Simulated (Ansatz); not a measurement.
## Y2Ti2O7 (Fd-3m): spin-orbit coupling beyond the local functionals

How far does spin-orbit coupling move the gap of Y2Ti2O7 (Fd-3m)?

Method: density functionals with and without spin-orbit coupling, plane waves, PAW, in Ansatz 0.2.0.

**The experiments to reproduce.**

- Gap 3.44 eV: direct optical gap from Tauc plot; UV-Vis-NIR transmission; bulk crystal (floating-zone single crystal wafer, 1 mm thick) (“Structural, optical and mechanical properties of Y2Ti2O7 single crystal”, 2020, arxiv:2006.07359).

In doubt: the elements are of a kind flagged for part-filled d or f shells, though by formal charges that shell is empty here, so the flag may not apply.

## (1) The structure

The structure is cubic, space group Fd-3m (No. 227). The conventional cell has a = 10.099 Å, b = 10.099 Å, c = 10.099 Å, α = 90.00°, β = 90.00°, γ = 90.00°. Y has 8 O at 2.19 to 2.48 Å nearest. Nearest to Ti lie 6 O at 1.96 Å. Nearest to O lie 2 Ti at 1.96 Å and 2 Y at 2.48 Å. Nearest to O lie 4 Y at 2.19 Å. Farther neighbours and most contacts between anions are not listed.

Geometry: measured cell, ions relaxed with LDA. The runs that relaxed it are not among those shown. The default PAW set here is soft_2. Its files were made with PBE.

## (2) HSE06, 2×2×2 mesh

This step: DFT, HSE06, plane waves, PAW.

File input.yaml:

```yaml
crystal:
  lattice:
    - [0.0, 5.0493, 5.0493]
    - [5.0493, 0.0, 5.0493]
    - [5.0493, 5.0493, 0.0]
  atoms:
    - { symbol: "Y", position: [0.125, 0.125, 0.125] }
    - { symbol: "Y", position: [0.625, 0.125, 0.125] }
    - { symbol: "Y", position: [0.125, 0.125, 0.625] }
    - { symbol: "Y", position: [0.125, 0.625, 0.125] }
    - { symbol: Ti, position: [0.625, 0.625, 0.625] }
    - { symbol: Ti, position: [0.125, 0.625, 0.625] }
    - { symbol: Ti, position: [0.625, 0.625, 0.125] }
    - { symbol: Ti, position: [0.625, 0.125, 0.625] }
    - { symbol: O, position: [0.5454541437, 0.9545458563, 0.9545458563] }
    - { symbol: O, position: [0.7045458563, 0.2954541437, 0.7045458563] }
    - { symbol: O, position: [0.9545458563, 0.5454541437, 0.5454541437] }
    - { symbol: O, position: [0.2954541437, 0.7045458563, 0.2954541437] }
    - { symbol: O, position: [0.9545458563, 0.5454541437, 0.9545458563] }
    - { symbol: O, position: [0.7045458563, 0.7045458563, 0.2954541437] }
    - { symbol: O, position: [0.5454541437, 0.9545458563, 0.5454541437] }
    - { symbol: O, position: [0.2954541437, 0.2954541437, 0.7045458563] }
    - { symbol: O, position: [0.7045458563, 0.2954541437, 0.2954541437] }
    - { symbol: O, position: [0.9545458563, 0.9545458563, 0.5454541437] }
    - { symbol: O, position: [0.2954541437, 0.7045458563, 0.7045458563] }
    - { symbol: O, position: [0.5454541437, 0.5454541437, 0.9545458563] }
    - { symbol: O, position: [0.0, 0.0, 0.0] }
    - { symbol: O, position: [0.25, 0.25, 0.25] }
kpoints:
  mp_grid: { grid: [2, 2, 2] }
  band_path:
    path:
      - [0.0, 0.0, 0.0]
      - [0.5, 0.0, 0.5]
      - [0.625, 0.25, 0.625]
      - [0.375, 0.375, 0.75]
      - [0.5, 0.5, 0.5]
      - [0.5, 0.25, 0.75]
    npoints: 1
hamiltonian:
  xc: hse06
scf:
  occupations: { method: fixed }
  n_extra_bands: 11
output:
  eigenvalues: true
```

Run with:

```
> ansatz run input.yaml --threads 24 --pin off --max-ram 82944MiB --backend cuda --events-out ev --progress --plain --runs-dir out --devices 1 --max-vram 78GiB
```

Numbers of over 12 decimals in the logs are rounded to 6 here.

Output:

```text
scf.n_extra_bands = 11 over 88 filled bands (N_el = 176.0): the run solves 99 bands
GPUs: using 1 of 1 available (devices: 1).
Engine: ansatz 0.2.0, aarch64-unknown-linux-gnu
Pseudopotentials: kind: paw
Pseudopotential: Y, paw, valence charge 11, recommended cutoff 420 eV (normal), Y.paw.azcp
Pseudopotential: Ti, paw, valence charge 12, recommended cutoff 420 eV (normal), Ti.paw.azcp
Pseudopotential: O, paw, valence charge 6, recommended cutoff 420 eV (normal), O.paw.azcp
Functional definition: HSE06
  parameter a = 0.25
  parameter omega = 0.11/bohr
  exchange = pbe_x - a*pbe_x_sr(omega) + a*exact_x_sr(omega)
  correlation = pbe_c
davidson cushion auto → on  (no smearing: the cushion is to keep the highest requested band from converging to the state above it; pin scf.eigensolver.cushion to override)
[...]
Crystal: 22 atoms, lattice volume = 257.468 Å³
Basis set: ecut = 420 eV, 5029 PW (Γ)
Bands: 99, of which v1, the nominal top of the filled ones, is band 88 counted from 1 (87 counted from 0)
Symmetry: 48 space group operations
Space group: Fd-3m (ITA 227), of the structure as read, at distance tolerance 6.4e-5 Å
k-points: 3 of 8
Non-local potential: Y, projectors of the file, l = 0: 3, l = 1: 2, l = 2: 2, l = 3: 1
Non-local potential: Ti, projectors of the file, l = 0: 3, l = 1: 2, l = 2: 3, l = 3: 1
Non-local potential: O, projectors of the file, l = 0: 2, l = 1: 2, l = 2: 1
PAW form: soft (Blöchl's): semilocal exchange-correlation on the pseudo side does not see the compensation charge
PAW frozen core: Y, regenerated for the run's functional, and the local potential with it (the file was generated under x = pbe(κ = 0.804, μ = 0.219515), c = pbe(β = 0.066725))
PAW frozen core: Ti, regenerated for the run's functional, and the local potential with it (the file was generated under x = pbe(κ = 0.804, μ = 0.219515), c = pbe(β = 0.066725))
PAW frozen core: O, regenerated for the run's functional, and the local potential with it (the file was generated under x = pbe(κ = 0.804, μ = 0.219515), c = pbe(β = 0.066725))
PAW one-centre angular grid: Y, 590 points (default); XC on 64 Gauss nodes
PAW one-centre angular grid: Ti, 590 points (default); XC on 64 Gauss nodes
PAW one-centre angular grid: O, 110 points (default); XC on 96 Gauss nodes
Initial density: superposition of atomic densities (neutral atoms: chi_scale 0, normalization atom), corrected by the library's trained network
Initial wavefunctions: pseudopotential atomic-orbital guess
[...]
Functional: x = pbe(κ = 0.804, μ = 0.219515), c = pbe(β = 0.066725), warm-up for x = pbe(κ = 0.804, μ = 0.219515) + 0.25 (exact − pbe) at short range (hse, ω = 0.207870 Å⁻¹), c = pbe(β = 0.066725); HSE06 as pw.x's `hse` composes it (authors' and Libxc's form: `xc: wpbeh`)
[...]
iter 2 solved again at ethr=1.31e-9 eV; its pass at ethr=3.41e-8 eV (dr2=2.31e-6 eV) is discarded
SCF iter   2: F=—  HF=-33382.921793 eV  |F-HF|=—  |Δ(HF+E_count)|=   1.48e-5  Δρ=4.84e-5  dr2=3.14e-6  ethr=1.31e-9  ⟨swp⟩=3.3  Hψ=1552  notcnv=0
SCF iter   3: F=—  HF=-33382.921802 eV  |F-HF|=—  |Δ(HF+E_count)|=   8.30e-6  Δρ=2.61e-5  dr2=1.04e-6  ethr=1.30e-9  ⟨swp⟩=6.7  Hψ=976  notcnv=0
SCF iter   4: F=-33382.921802 eV  HF=-33382.921802 eV  |F-HF|=1.47e-8  |Δ(HF+E_count)|=   2.00e-7  Δρ=6.95e-6  dr2=8.20e-8  ethr=5.64e-10  ⟨swp⟩=4.0  Hψ=792  notcnv=0
SCF 3 converged in 4 iterations: F = -33382.921802 eV  dr2 = 8.20e-8
[...]
hybrid outer 2: dexx = +1.043e-5 eV, tail = 3.14e-7 eV, Δε = 2.73e-3 eV (about 8.72e-5 eV left of the loop's levels)
[...]
NSCF: frozen V_eff on 6 k-points
hybrid SCF converged: 2 outer / 11 inner (+4 warm-up), last move |dexx| = 1.04e-5 eV, tail = 3.14e-7 eV
Stability not checked: this state was not tested for a lower state beside it, because the functional holds exact exchange (a hybrid, or Hartree-Fock), whose exchange loop this test does not read (fock_operator; see scf.lower_state_search)
Free energy (F): -33382.921802 eV
Frozen-core exchange: fock
Harris-Foulkes:  -33382.921802 eV  (|F-HF|=1.47e-8)
Internal energy: -33382.921802 eV  (E = F + TS)
E sigma→0 (E₀):  -33382.921802 eV
Fermi energy:    8.616897 eV
--- Per-component energies (eV) ---
  E_band       = -1377.909547
  E_kinetic    = 4788.740258
  E_local      = -10107.227493  (includes V_loc(G=0)·N_el)
  E_nonlocal   = 846.748558
  E_hartree    = 3724.562552
  E_xc         = -1712.243341
  E_vxc        = -2090.027740  (∫ρ·V_xc dr)
  E_exx        = -541.840182  (= α·E_x^exact, valence–valence)
  E_paw        = -17577.508527  (= ΣΔE_a)
  E_vpaw       = -1181.627357  (= ΣTr[D̂ρ^β])
  E_aug_tail   = 0.035316  (compensation charges beyond the density's cutoff)
  E_ewald      = -12801.605573
  E_core_change = -2.583369  (= ΣΔE_core)
  E_smearing   = -0.000000  (= −TS)
  E_closure    = -0.000000  (closes the sum)
  Σ components = -33382.921802   (vs F -33382.921802, Δ=-7.28e-12)
--- Band table (eV) ---
  k-point 0: bands = ["-51.9320", "-51.9228", "-51.9228", "-51.9228", "-34.0622", "-33.9882", "-33.9882", "-33.9882", "-26.6416", "-26.6051", "-26.6051", "-26.6051", "-26.5886", "-26.5886", "-26.4903", "-26.4903", "-26.4903", "-26.4790", "-26.4790", "-26.4790", "-14.7807", "-13.1420", "-13.1420", "-13.1420", "-13.0951", "-13.0951", "-12.6452", "-12.6452", "-12.6452", "-12.5749", "-12.5749", "-12.5749", "-10.4748", "- [...]
  k-point 1: bands = ["-51.9297", "-51.9251", "-51.9228", "-51.9228", "-34.0440", "-34.0069", "-33.9883", "-33.9883", "-26.6249", "-26.5968", "-26.5968", "-26.5513", "-26.5497", "-26.5435", "-26.5435", "-26.5408", "-26.5408", "-26.4903", "-26.4814", "-26.4814", "-14.4421", "-13.5349", "-13.1458", "-13.1458", "-13.0727", "-12.8837", "-12.8837", "-12.8759", "-12.8759", "-12.6305", "-12.6305", "-12.5754", "-9.8227", "-9 [...]
  k-point 2: bands = ["-51.9274", "-51.9274", "-51.9228", "-51.9228", "-34.0256", "-34.0256", "-33.9883", "-33.9883", "-26.6071", "-26.6071", "-26.5495", "-26.5495", "-26.5469", "-26.5469", "-26.5434", "-26.5434", "-26.5396", "-26.5396", "-26.4841", "-26.4841", "-14.0437", "-14.0437", "-13.1150", "-13.1150", "-12.9292", "-12.9292", "-12.8814", "-12.8814", "-12.8586", "-12.8586", "-12.6114", "-12.6114", "-9.4910", "-9 [...]
```

The job ended after 6.4 s (1 × NVIDIA GB200 (shared by 2 runs) with 24 threads of Arm Neoverse V2, shared host; peak memory 1.5 GiB; 64 s of CPU time).

The column dr2 measures how far the density is from self-consistency, as an energy; F and HF (Harris–Foulkes) agree once it is small.

This step gave:

```yaml
gap: 4.489 eV
valence_top_at: X
conduction_bottom_at: Γ
least_direct_gap: 4.510 eV
exact_exchange_fraction: 0.25
```

The gap is indirect, with the least direct gap 0.02 eV higher.

## (3) HSE06+SOC, 2×2×2 mesh

Spin-orbit coupling can split or shift the edges; a non-collinear run measures by how much.

This step: DFT, HSE06 with spin-orbit coupling, plane waves, PAW.

Changes to input.yaml since step 2:

```diff
@@ -43,3 +43,6 @@
   occupations: { method: fixed }
-  n_extra_bands: 11
+  n_extra_bands: 22
+magnetization:
+  noncollinear: true
+  spin_orbit: true
 output:
```

Output:

```text
[...]
GPUs: using 1 of 1 available (devices: 1).
[...]
non-collinear run that drives no moment, with spin-orbit: no starting moment large enough to seed its density (crystal.atoms[].spin), no starting occupations that ask for one, no magnetisation constraint and no magnetic field, so the semilocal B_xc is pinned to zero
[...]
Crystal: 22 atoms, lattice volume = 257.468 Å³
Basis set: ecut = 420 eV, 5029 PW (Γ)
Bands: 198, of which v1, the nominal top of the filled ones, is band 176 counted from 1 (175 counted from 0)
Symmetry: 48 space group operations + 48 with time reversal
[...]
k-points: 3 of 8
Projection manifold: j_resolved (fully-relativistic pseudo-atomic orbitals)
[...]
SCF iter   1: F=—  HF=-33380.799634 eV  |F-HF|=—  |Δ(HF+E_count)|=         —  Δρ=6.10e-2  dr2=1.19e1  dr2_m=0.00e0 (ungated)  ethr=1.00e-1  |M|=0.00e0 ∫|m|=0.00e0 μB  |m|>n=0.0e0 m-floor=0.0e0 τ_xc=0.0e0  β_m=0.30  ⟨swp⟩=3.0  Hψ=2366  notcnv=0
[...]
SCF iter   2: F=—  HF=-33379.224085 eV  |F-HF|=—  |Δ(HF+E_count)|=    1.58e0  Δρ=4.03e-2  dr2=3.04e0  dr2_m=0.00e0 (ungated)  ethr=6.79e-3  |M|=0.00e0 ∫|m|=0.00e0 μB  |m|>n=0.0e0 m-floor=0.0e0 τ_xc=0.0e0  β_m=0.31  ⟨swp⟩=4.0  Hψ=1575  notcnv=0
[...]
SCF iter   6: F=-33379.262008 eV  HF=-33379.261921 eV  |F-HF|=8.66e-5  |Δ(HF+E_count)|=   5.69e-3  Δρ=4.46e-4  dr2=3.27e-4  dr2_m=0.00e0 (ungated)  ethr=1.03e-5  |M|=0.00e0 ∫|m|=0.00e0 μB  |m|>n=0.0e0 m-floor=0.0e0 τ_xc=0.0e0  ⟨swp⟩=3.3  Hψ=1591  notcnv=0
[...]
hybrid outer 1: dexx = +1.725e-1 eV, tail = 4.70e-4 eV
[...]
SCF 3 converged in 6 iterations: F = -33378.810368 eV  dr2 = 6.72e-8
[...]
```

It took 21 s on 1 × NVIDIA GB200 (shared by 2 runs) with 24 threads; peak memory 2.9 GiB.

Numbers from this step:

| Quantity | Value |
| --- | --- |
| gap | 4.488 eV |
| valence top at | X |
| conduction bottom at | Γ |
| least direct gap | 4.492 eV |
| exact-exchange fraction | 0.25 |

The gap is that of HSE06.

## (4) Together

Times are wall times on 1 × NVIDIA GB200 (shared by 2 runs) with 24 threads of Arm Neoverse V2, shared host, good to a factor of about two.

| level | gap (eV) | with coupling (eV) | change (eV) | time | with coupling |
| --- | --- | --- | --- | --- | --- |
| HSE06 | 4.49 | 4.49 | −0.001 | 6.4 s | 21 s |

## (5) Summary of results

| Item | Value |
| --- | --- |
| HSE06 | 4.49 eV |
| HSE06+SOC | 4.49 eV |

What this shows: Spin-orbit coupling changes the gap by −0.001 eV and the least direct gap by −0.02 eV. Against experiment, by HSE06+SOC: the direct gap of 4.49 eV lies +1.05 eV from the measured 3.44 eV (direct, 2020). An exciton line or allowed optical edge lies below the quasiparticle gap by the binding energy; a forbidden edge can push the onset above it. The lattice is static and excitons are left out.

[Paths, hosts, dates, memory and timing lines, banners, echoed tables and standing remarks are left out of the program output.]

[Logs are printed without paths, hosts, clocks, repeated set-up lines and the standing remarks that a program may print on its own settings, such as how far it seeks lower states.]

[Runs of the session that timed out or met a known fault of the program may be left out.]

[Cells called generated may have been cut or substituted from an entry of the Crystallography Open Database or the Materials Project.]

[Hosts, paths, dates, database ids (printed as entryN), source tags and the programs' standing remarks are cut or masked in the printed files.]
